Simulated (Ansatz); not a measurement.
**A hypothetical structure for Y2Ti**

This structure for Y2Ti is made up. Its elements were placed in a known structure type with a cell scaled to their sizes. What cell does the guess relax to, and how far off was it?

Method: DFT, PBEsol, plane-wave PAW, files of the set soft_1, scalar-relativistic, no spin, cell and ions relaxed at zero pressure; PAW set soft_1, in the first sound run; inputs show where later runs differ, in Ansatz 0.2.0.

### Step 1. Set-up

Symmetry: P6_3/mmc, No. 194, hexagonal system. The conventional cell has a = 5.135 Å, b = 5.135 Å, c = 6.304 Å, α = 90.00°, β = 90.00°, γ = 120.00°. Nearest to Y lie 5 Ti at 2.96 to 3.15 Å and 6 Y at 3.36 Å. Nearest to Y lie 8 Y at 3.15 to 3.36 Å and 6 Ti at 3.36 Å. Ti has 11 Y at 2.96 to 3.36 Å nearest. Farther neighbours are not listed.

Structure file:

```xyz
6
Lattice="5.1350 0.0000 0.0000 -2.5675 4.4470 0.0000 0.0000 0.0000 6.3040" Properties=species:S:1:pos:R:3 pbc="T T T"
Y     2.5675    1.4823    1.5760
Y     0.0000    2.9647    4.7280
Y     0.0000    0.0000    3.1520
Y     0.0000    0.0000    0.0000
Ti    2.5675    1.4823    4.7280
Ti    0.0000    2.9647    1.5760
```

### Step 2. Relaxing cell and atoms

The guessed cell has no reason to be at equilibrium. It is relaxed with the atoms, within the space group of the guess.

Input file input.yaml:

```yaml
crystal:
  lattice:
    - [5.135, 0.0, 0.0]
    - [-2.5675, 4.447040448, 0.0]
    - [0.0, 0.0, 6.304]
  atoms:
    - { symbol: "Y", position: [0.666666667, 0.333333333, 0.25] }
    - { symbol: "Y", position: [0.333333333, 0.666666667, 0.75] }
    - { symbol: "Y", position: [0.0, 0.0, 0.5] }
    - { symbol: "Y", position: [0.0, 0.0, 0.0] }
    - { symbol: Ti, position: [0.666666667, 0.333333333, 0.75] }
    - { symbol: Ti, position: [0.333333333, 0.666666667, 0.25] }
kpoints:
  mp_grid: { grid: [6, 6, 4] }
scf:
  occupations: { method: fermi_dirac, width: 0.05 }
hamiltonian:
  xc: pbesol
  pseudopotentials: { kind: paw, azcp: { folder: soft_1 }, xc_functional: pbe }
relax:
  f_tol: 0.015
  max_steps: 70
  cell: {}
output:
  forces: true
  stress: true
```

Started as:

```console
ansatz run input.yaml --threads 4 --pin off --max-ram 10240MiB --backend cpu --events-out ev --progress --plain --runs-dir out
```

Numbers of over 12 decimals in the logs are rounded to 6 here.

Output:

```text
Engine: ansatz 0.2.0, aarch64-unknown-linux-gnu
Pseudopotentials: kind: paw
Pseudopotential: Y, paw, valence charge 11, recommended cutoff 420 eV (normal), soft_1/Y.paw.azcp
Pseudopotential: Ti, paw, valence charge 12, recommended cutoff 420 eV (normal), soft_1/Ti.paw.azcp
Functional definition: PBEsol
  exchange = pbesol_x
  correlation = pbesol_c
Crystal: 6 atoms, lattice volume = 143.955 Å³
Basis set: ecut = 420 eV, 2811 PW (Γ), exchange–correlation on 72×72×90 points (8 copies of the dense FFT grid, shifted against one another)
Bands: 41, of which v1, the nominal top of the filled ones, is band 34 counted from 1 (33 counted from 0)
Symmetry: 24 space group operations
Space group: P63/mmc (ITA 194), of the structure as read, at distance tolerance 5.2e-5 Å
k-points: 21 of 144
Non-local potential: Y, projectors of the file, l = 0: 3, l = 1: 2, l = 2: 2, l = 3: 1
Non-local potential: Ti, projectors of the file, l = 0: 3, l = 1: 2, l = 2: 3, l = 3: 1
PAW form: soft (Blöchl's): semilocal exchange-correlation on the pseudo side does not see the compensation charge
PAW frozen core: Y, regenerated for the run's functional, and the local potential with it (the file was generated under x = pbe(κ = 0.804, μ = 0.219515), c = pbe(β = 0.066725))
PAW frozen core: Ti, regenerated for the run's functional, and the local potential with it (the file was generated under x = pbe(κ = 0.804, μ = 0.219515), c = pbe(β = 0.066725))
PAW one-centre angular grid: Y, 590 points (default); XC on 64 Gauss nodes
PAW one-centre angular grid: Ti, 590 points (default); XC on 64 Gauss nodes
Initial density: superposition of atomic densities (chi_scale 0.1, normalization cell, long waves kept (reshape's long-wave potential 0.00 eV rms))
Initial wavefunctions: pseudopotential atomic-orbital guess
Functional: x = pbesol(κ = 0.804, μ = 0.123457), c = pbesol(β = 0.046)
SCF iter   1: F=—  HF=-20128.102857 eV  |F-HF|=—  |Δ(HF+E_count)|=         —  Δρ=6.71e-2  dr2=1.12e1  ethr=3.10e-3  ⟨swp⟩=5.9  Hψ=3054  notcnv=0
preconditioner: auto → Kerker (q_TF=auto, 2.408 Å⁻¹)  [metal: Δε(μ)=0.037 eV  Ē_g=2.377 eV  σ=0.050 eV  W_gap=0.18  n_scr=22 (ndim 8)  ℏωp=13.8 eV  f_vac=0.000  D(μ)=11.72/eV (n_scr^D=120)]
SCF iter   2: F=—  HF=-20126.675063 eV  |F-HF|=—  |Δ(HF+E_count)|=    1.43e0  Δρ=1.40e-2  dr2=4.02e-1  ethr=3.10e-3  ⟨swp⟩=3.0  Hψ=1963  notcnv=0
SCF iter   3: F=—  HF=-20126.618296 eV  |F-HF|=—  |Δ(HF+E_count)|=   5.68e-2  Δρ=6.98e-3  dr2=9.65e-2  ethr=5.91e-4  ⟨swp⟩=2.9  Hψ=1238  notcnv=0
SCF iter   4: F=—  HF=-20126.608535 eV  |F-HF|=—  |Δ(HF+E_count)|=   9.76e-3  Δρ=3.84e-3  dr2=3.02e-2  ethr=1.42e-4  ⟨swp⟩=3.0  Hψ=1238  notcnv=0
SCF iter   5: F=—  HF=-20126.603846 eV  |F-HF|=—  |Δ(HF+E_count)|=   4.69e-3  Δρ=1.10e-3  dr2=2.81e-3  ethr=4.45e-5  ⟨swp⟩=2.0  Hψ=959  notcnv=0
SCF iter   6: F=—  HF=-20126.603514 eV  |F-HF|=—  |Δ(HF+E_count)|=   3.33e-4  Δρ=2.41e-4  dr2=1.38e-4  ethr=4.13e-6  ⟨swp⟩=2.0  Hψ=1047  notcnv=0
SCF iter   7: F=—  HF=-20126.603500 eV  |F-HF|=—  |Δ(HF+E_count)|=   1.30e-5  Δρ=3.32e-5  dr2=1.65e-6  ethr=2.03e-7  ⟨swp⟩=2.0  Hψ=1034  notcnv=0
SCF iter   8: F=—  HF=-20126.603502 eV  |F-HF|=—  |Δ(HF+E_count)|=   1.81e-6  Δρ=1.02e-5  dr2=1.81e-7  ethr=2.42e-9  ⟨swp⟩=2.1  Hψ=1259  notcnv=0
SCF iter   9: F=-20126.603502 eV  HF=-20126.603502 eV  |F-HF|=7.26e-9  |Δ(HF+E_count)|=   1.46e-8  Δρ=2.26e-6  dr2=1.05e-8  ethr=1.47e-10  ⟨swp⟩=4.0  Hψ=2515  notcnv=0
SCF 1 converged in 9 iterations: F = -20126.603502 eV  dr2 = 1.05e-8
  greatest PAW one-centre occupation: 0.999 electrons in one spin orbital (limit 2), on the Ti atom at site 5 (counted from 0), in its partial waves of l = 0
relax step   1: F+E_penalty+E_count = -20126.60350228 eV  Δ(F+E_penalty+E_count) = +0.000e0 eV  max|allowed force component| = 2.621e-17 eV/Å  Δτ_max = 0.0000 Å  P = +3.735 GPa  Ω = 143.955 Å³  (9 SCF iters, dr2 threshold 1.00e-7 eV, accepted)
Crystal: 6 atoms, lattice volume = 154.645 Å³
Basis set: ecut = 420 eV, 3041 PW (Γ), exchange–correlation on 72×72×90 points (8 copies of the dense FFT grid, shifted against one another)
Initial density: handed on by an earlier stage of this run
Initial wavefunctions: those handed on with the density
iter 1 solved again at ethr=1.48e-4 eV; its pass at ethr=3.10e-3 eV (dr2=1.01e-1 eV) is discarded
SCF iter   1: F=—  HF=-20126.781271 eV  |F-HF|=—  |Δ(HF+E_count)|=         —  Δρ=6.00e-3  dr2=1.07e-1  ethr=1.48e-4  ⟨swp⟩=1.0  Hψ=4216  notcnv=0
preconditioner: auto → Kerker (q_TF=auto, 2.379 Å⁻¹)  [metal: Δε(μ)=0.002 eV  Ē_g=2.003 eV  σ=0.050 eV  W_gap=0.01  n_scr=34 (ndim 8)  ℏωp=13.4 eV  f_vac=0.000  D(μ)=14.41/eV (n_scr^D=182)]
SCF iter   2: F=—  HF=-20126.773176 eV  |F-HF|=—  |Δ(HF+E_count)|=   8.09e-3  Δρ=1.58e-3  dr2=5.79e-3  ethr=1.48e-4  ⟨swp⟩=2.1  Hψ=1133  notcnv=0
SCF iter   3: F=—  HF=-20126.773005 eV  |F-HF|=—  |Δ(HF+E_count)|=   1.71e-4  Δρ=5.49e-4  dr2=2.54e-4  ethr=8.52e-6  ⟨swp⟩=2.0  Hψ=1014  notcnv=0
SCF iter   4: F=—  HF=-20126.773075 eV  |F-HF|=—  |Δ(HF+E_count)|=   6.95e-5  Δρ=7.55e-5  dr2=7.10e-6  ethr=3.74e-7  ⟨swp⟩=2.0  Hψ=1501  notcnv=0
SCF iter   5: F=—  HF=-20126.773075 eV  |F-HF|=—  |Δ(HF+E_count)|=   2.25e-7  Δρ=2.90e-5  dr2=1.02e-6  ethr=1.04e-8  ⟨swp⟩=2.8  Hψ=1639  notcnv=0
SCF iter   6: F=-20126.773075 eV  HF=-20126.773075 eV  |F-HF|=5.25e-8  |Δ(HF+E_count)|=   1.81e-7  Δρ=7.01e-6  dr2=8.08e-8  ethr=8.82e-10  ⟨swp⟩=4.0  Hψ=2554  notcnv=0
SCF 2 converged in 6 iterations: F = -20126.773075 eV  dr2 = 8.08e-8
relax step   2: F+E_penalty+E_count = -20126.77307468 eV  Δ(F+E_penalty+E_count) = -1.696e-1 eV  max|allowed force component| = 1.981e-16 eV/Å  Δτ_max = 0.0000 Å  P = -0.440 GPa  Ω = 154.645 Å³  energy of the carried Pulay correction = -6.065e-4 eV  (6 SCF iters, dr2 threshold 6.00e-7 eV, accepted)
Crystal: 6 atoms, lattice volume = 154.064 Å³
Basis set: ecut = 420 eV, 3005 PW (Γ), exchange–correlation on 72×72×90 points (8 copies of the dense FFT grid, shifted against one another)
iter 1 solved again at ethr=1.82e-6 eV; its pass at ethr=3.10e-3 eV (dr2=1.24e-3 eV) is discarded
SCF iter   1: F=—  HF=-20126.788889 eV  |F-HF|=—  |Δ(HF+E_count)|=         —  Δρ=8.33e-4  dr2=1.11e-3  ethr=1.82e-6  ⟨swp⟩=2.1  Hψ=4674  notcnv=0
preconditioner: auto → Kerker (q_TF=auto, 2.381 Å⁻¹)  [metal: Δε(μ)=0.012 eV  Ē_g=2.039 eV  σ=0.050 eV  W_gap=0.06  n_scr=34 (ndim 8)  ℏωp=13.4 eV  f_vac=0.000  D(μ)=12.91/eV (n_scr^D=158)]
SCF iter   2: F=—  HF=-20126.788723 eV  |F-HF|=—  |Δ(HF+E_count)|=   1.65e-4  Δρ=4.38e-4  dr2=3.46e-4  ethr=1.64e-6  ⟨swp⟩=1.1  Hψ=864  notcnv=0
SCF iter   3: F=—  HF=-20126.788657 eV  |F-HF|=—  |Δ(HF+E_count)|=   6.67e-5  Δρ=8.07e-5  dr2=1.47e-5  ethr=5.09e-7  ⟨swp⟩=2.0  Hψ=1071  notcnv=0
SCF iter   4: F=—  HF=-20126.788654 eV  |F-HF|=—  |Δ(HF+E_count)|=   2.41e-6  Δρ=2.28e-5  dr2=8.60e-7  ethr=2.17e-8  ⟨swp⟩=2.1  Hψ=1099  notcnv=0
iter 5 did not close the SCF: its close was put off for the readings that it lacked (scf_convergence_deferred on its scf_iter line)
SCF iter   5: F=-20126.788654 eV  HF=-20126.788654 eV  |F-HF|=1.07e-7  |Δ(HF+E_count)|=   1.03e-7  Δρ=7.67e-6  dr2=1.27e-7  ethr=1.27e-9  ⟨swp⟩=2.5  Hψ=1376  notcnv=0
SCF iter   6: F=-20126.788654 eV  HF=-20126.788654 eV  |F-HF|=2.18e-11  |Δ(HF+E_count)|=   1.38e-8  Δρ=1.42e-6  dr2=2.36e-9  ethr=1.86e-10  ⟨swp⟩=2.0  Hψ=2565  notcnv=0
SCF 3 converged in 6 iterations: F = -20126.788654 eV  dr2 = 2.36e-9
relax step   3: F+E_penalty+E_count = -20126.78865425 eV  Δ(F+E_penalty+E_count) = -1.558e-2 eV  max|allowed force component| = 2.937e-16 eV/Å  Δτ_max = 0.0000 Å  P = -0.189 GPa  Ω = 154.064 Å³  energy of the carried Pulay correction = -5.768e-4 eV  (6 SCF iters, dr2 threshold 6.00e-7 eV, accepted)
Crystal: 6 atoms, lattice volume = 153.574 Å³
iter 1 solved again at ethr=2.05e-7 eV; its pass at ethr=3.10e-3 eV (dr2=1.39e-4 eV) is discarded
SCF iter   1: F=—  HF=-20126.789514 eV  |F-HF|=—  |Δ(HF+E_count)|=         —  Δρ=2.85e-4  dr2=1.64e-4  ethr=2.05e-7  ⟨swp⟩=3.4  Hψ=4386  notcnv=0
preconditioner: auto → Kerker (q_TF=auto, 2.382 Å⁻¹)  [metal: Δε(μ)=0.010 eV  Ē_g=2.046 eV  σ=0.050 eV  W_gap=0.05  n_scr=34 (ndim 8)  ℏωp=13.4 eV  f_vac=0.000  D(μ)=12.76/eV (n_scr^D=158)]
SCF iter   2: F=—  HF=-20126.789493 eV  |F-HF|=—  |Δ(HF+E_count)|=   2.07e-5  Δρ=1.21e-4  dr2=2.71e-5  ethr=2.05e-7  ⟨swp⟩=2.0  Hψ=983  notcnv=0
SCF iter   3: F=—  HF=-20126.789489 eV  |F-HF|=—  |Δ(HF+E_count)|=   4.56e-6  Δρ=3.46e-5  dr2=2.50e-6  ethr=3.98e-8  ⟨swp⟩=2.0  Hψ=1037  notcnv=0
iter 4 did not close the SCF: its close was put off for the readings that it lacked (scf_convergence_deferred on its scf_iter line)
SCF iter   4: F=-20126.789488 eV  HF=-20126.789488 eV  |F-HF|=2.30e-8  |Δ(HF+E_count)|=   5.30e-7  Δρ=5.46e-6  dr2=6.19e-8  ethr=3.68e-9  ⟨swp⟩=2.0  Hψ=1060  notcnv=0
iter 5 did not close the SCF: its close was put off for the readings that it lacked (scf_convergence_deferred on its scf_iter line)
SCF iter   5: F=-20126.789488 eV  HF=-20126.789488 eV  |F-HF|=3.79e-9  |Δ(HF+E_count)|=   8.46e-9  Δρ=2.00e-6  dr2=5.29e-9  ethr=9.11e-11  ⟨swp⟩=2.2  Hψ=1216  notcnv=0
SCF iter   6: F=-20126.789488 eV  HF=-20126.789488 eV  |F-HF|=2.76e-10  |Δ(HF+E_count)|=   1.14e-9  Δρ=5.71e-7  dr2=4.30e-10  ethr=7.78e-12  ⟨swp⟩=1.0  Hψ=2538  notcnv=0
SCF 4 converged in 6 iterations: F = -20126.789488 eV  dr2 = 4.30e-10
relax step   4: F+E_penalty+E_count = -20126.78948820 eV  Δ(F+E_penalty+E_count) = -8.340e-4 eV  max|allowed force component| = 5.243e-17 eV/Å  Δτ_max = 0.0000 Å  P = -0.003 GPa  Ω = 153.574 Å³  energy of the carried Pulay correction = -5.505e-4 eV  (6 SCF iters, dr2 threshold 2.45e-7 eV, accepted)
Initial wavefunctions: pseudopotential atomic-orbital guess (no wavefunctions were taken with the density)
iter 1 solved again at ethr=2.00e-6 eV; its pass at ethr=3.10e-3 eV (dr2=1.36e-3 eV) is discarded
SCF iter   1: F=—  HF=-20126.789954 eV  |F-HF|=—  |Δ(HF+E_count)|=         —  Δρ=6.00e-5  dr2=2.23e-7  ethr=2.00e-6  ⟨swp⟩=3.0  Hψ=5286  notcnv=0
eigensolver tolerance schedule: the retry pair's looser diagonalisation over-reported the residual by 6082.50 of it (diagonalisation noise at an unbounded share of the residual, at the tolerance the schedule requests for it); recorded, not acted on — ethr = c·dr2/N_el stays at c = 1.0e-1
preconditioner: auto → Kerker (q_TF=auto, 2.382 Å⁻¹)  [metal: Δε(μ)=0.010 eV  Ē_g=2.045 eV  σ=0.050 eV  W_gap=0.05  n_scr=34 (ndim 8)  ℏωp=13.4 eV  f_vac=0.000  D(μ)=12.79/eV (n_scr^D=158)]
SCF iter   2: F=—  HF=-20126.789949 eV  |F-HF|=—  |Δ(HF+E_count)|=   4.98e-6  Δρ=3.05e-5  dr2=6.33e-8  ethr=3.28e-10  ⟨swp⟩=2.3  Hψ=1578  notcnv=0
SCF iter   3: F=—  HF=-20126.789948 eV  |F-HF|=—  |Δ(HF+E_count)|=   6.58e-7  Δρ=1.76e-6  dr2=5.88e-9  ethr=9.30e-11  ⟨swp⟩=2.5  Hψ=1385  notcnv=0
SCF iter   4: F=—  HF=-20126.789948 eV  |F-HF|=—  |Δ(HF+E_count)|=  5.89e-10  Δρ=6.08e-7  dr2=7.67e-10  ethr=8.64e-12  ⟨swp⟩=2.0  Hψ=941  notcnv=0
iter 5 did not close the SCF: its close was put off for the readings that it lacked (scf_convergence_deferred on its scf_iter line)
SCF iter   5: F=-20126.789948 eV  HF=-20126.789948 eV  |F-HF|=3.64e-12  |Δ(HF+E_count)|=    0.00e0  Δρ=8.09e-8  dr2=9.13e-12  ethr=1.13e-12  ⟨swp⟩=2.0  Hψ=1036  notcnv=0
SCF iter   6: F=-20126.789948 eV  HF=-20126.789948 eV  |F-HF|=0.00e0  |Δ(HF+E_count)|=  3.64e-12  Δρ=1.84e-8  dr2=5.31e-13  ethr=1.00e-12  ⟨swp⟩=2.0  Hψ=2462  notcnv=0
SCF 5 converged in 6 iterations: F = -20126.789948 eV  dr2 = 5.31e-13
relax step   5: F+E_penalty+E_count = -20126.78994804 eV  Δ(F+E_penalty+E_count) = -4.598e-4 eV  max|allowed force component| = 1.187e-16 eV/Å  Δτ_max = 0.0000 Å  P = -0.005 GPa  Ω = 153.574 Å³  stress off target by 2.17e-2 GPa  SCF on the basis re-selected at this cell (its energy is not comparable with the rows above)  (6 SCF iters)
basis re-selected at this cell: Δ(F+E_penalty+E_count) = -4.598e-4 eV, ΔP = -0.001 GPa vs the last step (what re-selecting the basis moved, of the pressure what is left beyond the Pulay correction that the steps carried, after the strain that the cell walked since its last selection, with what the two solves' SCF thresholds leave and, on support functions, any second-order correction that the steps lacked; it is no m [...]
SCF converged after 6 iterations
Free energy (F): -20126.789948 eV
Harris-Foulkes:  -20126.789948 eV  (|F-HF|=0.00e0)
Internal energy: -20126.687337 eV  (E = F + TS)
E sigma→0 (E₀):  -20126.738642 eV
Entropy (-TS):   -0.102611 eV (-17.102 meV/atom)
Fermi energy:    10.843548 eV
--- Per-component energies (eV) ---
  E_band       = -770.678272
  E_kinetic    = 1830.199255
  E_local      = -4259.968125  (includes V_loc(G=0)·N_el)
  E_nonlocal   = 240.291274
  E_hartree    = 1517.048046
  E_xc         = -938.716459
  E_vxc        = -1108.698125  (∫ρ·V_xc dr)
  E_paw        = -13090.715029  (= ΣΔE_a)
  E_vpaw       = -506.598584  (= ΣTr[D̂ρ^β])
  E_aug_tail   = -0.000068  (compensation charges beyond the density's cutoff)
  E_ewald      = -5425.700093
  E_core_change = 0.873862  (= ΣΔE_core)
  E_smearing   = -0.102611  (= −TS)
  E_closure    = -0.000000  (closes the sum)
  Σ components = -20126.789948   (vs F -20126.789948, Δ=0.00e0)
--- Forces (eV/Å), atoms counted from 1 ---
  atom   1  Y     -0.00000000     0.00000000     0.00000000
  atom   2  Y     -0.00000000    -0.00000000     0.00000000
  atom   3  Y     -0.00000000     0.00000000     0.00000000
  atom   4  Y     -0.00000000     0.00000000    -0.00000000
  atom   5  Ti     0.00000000     0.00000000     0.00000000
  atom   6  Ti     0.00000000    -0.00000000     0.00000000
  max |Σ_I F_I| component: 6.48e-17 eV/Å
--- Stress (GPa, compression-positive) ---
        0.003659      -0.000000       0.000000
        0.000000       0.003659      -0.000000
        0.000000      -0.000000      -0.021677
  P = ⅓ Tr σ = -0.0048 GPa (-0.048 kbar)
--- Relaxed structure (4 steps of the walk, 4 accepted, 1 SCFs on fresh bases) ---
  F+E_penalty+E_count = -20126.78994804 eV   max|allowed force component| = 1.187e-16 eV/Å   (the final SCF, on the basis selected at the relaxed cell)
  cell:  # Å, volume = 153.5744 Å³
    - [5.143504, 0.0, 0.0]
    - [-2.571752, 4.454405, 0.0]
    - [0.0, 0.0, 6.703014]
  atoms:
    - { symbol: Y, position: [0.666667, 0.333333, 0.25] }
    - { symbol: Y, position: [0.333333, 0.666667, 0.75] }
    - { symbol: Y, position: [0, 0, 0.5] }
    - { symbol: Y, position: [0, 0, 0.0] }
    - { symbol: Ti, position: [0.666667, 0.333333, 0.75] }
    - { symbol: Ti, position: [0.333333, 0.666667, 0.25] }
```

Elapsed: 7.4 s, on 4 threads of Arm Neoverse V2, shared host; peak memory 0.56 GiB.

The steps of the relaxation:

| step | energy less that of the first step (eV) | largest force component (eV/Å) | pressure (GPa) | volume (Å³) |
| --- | --- | --- | --- | --- |
| 1 | 0.0000 | 0.0000 | 3.74 | 143.96 |
| 2 | -0.1696 | 0.0000 | -0.44 | 154.65 |
| 3 | -0.1852 | 0.0000 | -0.19 | 154.06 |
| 4 | -0.1860 | 0.0000 | 0.00 | 153.57 |
| 5* | -0.1864 | 0.0000 | 0.00 | 153.57 |

Relaxation steps marked * repeat the geometry before them on a plane-wave basis chosen anew for their cell, so energy and pressure can jump there.

Forces are held to the 24 operations that the run works with; a distortion that breaks them can't arise in this run.

| conventional cell, symmetrised | before | after | change |
| --- | --- | --- | --- |
| a (Å) | 5.135 | 5.144 | +0.2 % |
| b (Å) | 5.135 | 5.144 | +0.2 % |
| c (Å) | 6.304 | 6.703 | +6.3 % |
| volume (Å³/atom) | 23.99 | 25.60 | +6.7 % |

The relaxed structure:

```xyz
6
Lattice="5.1435 0.0000 0.0000 -2.5718 4.4544 0.0000 0.0000 0.0000 6.7030" Properties=species:S:1:pos:R:3 pbc="T T T"
Y     2.5718    1.4848    1.6758
Y     0.0000    2.9696    5.0273
Y     0.0000    0.0000    3.3515
Y     0.0000    0.0000    0.0000
Ti    2.5718    1.4848    5.0273
Ti    0.0000    2.9696    1.6758
```

This step gave:

| Quantity | Value |
| --- | --- |
| free energy | -20126.7899 eV |
| energy at zero smearing | -20126.7386 eV |
| smearing term TS | 0.1026 eV |
| Fermi energy | 10.84 eV |
| electrons | 68 |
| symmetry operations | 24 |
| pressure | -0.004786 GPa |

The shortest distance of each pair, which need not be the same contact before and after:

| pair | guess (Å) | relaxed (Å) |
| --- | --- | --- |
| Ti–Y | 2.965 | 2.970 |
| Y–Y | 3.152 | 3.352 |
| Ti–Ti | 4.327 | 4.478 |

The relaxation ends with a pressure of 0.00 GPa.

(Continued in part 2 of 2.)

[Logs are printed without paths, hosts, clocks, repeated set-up lines and the standing remarks that a program may print on its own settings, such as how far it seeks lower states.]

[Hosts, paths, dates, database ids (printed as entryN), source tags and the programs' standing remarks are cut or masked in the printed files.]
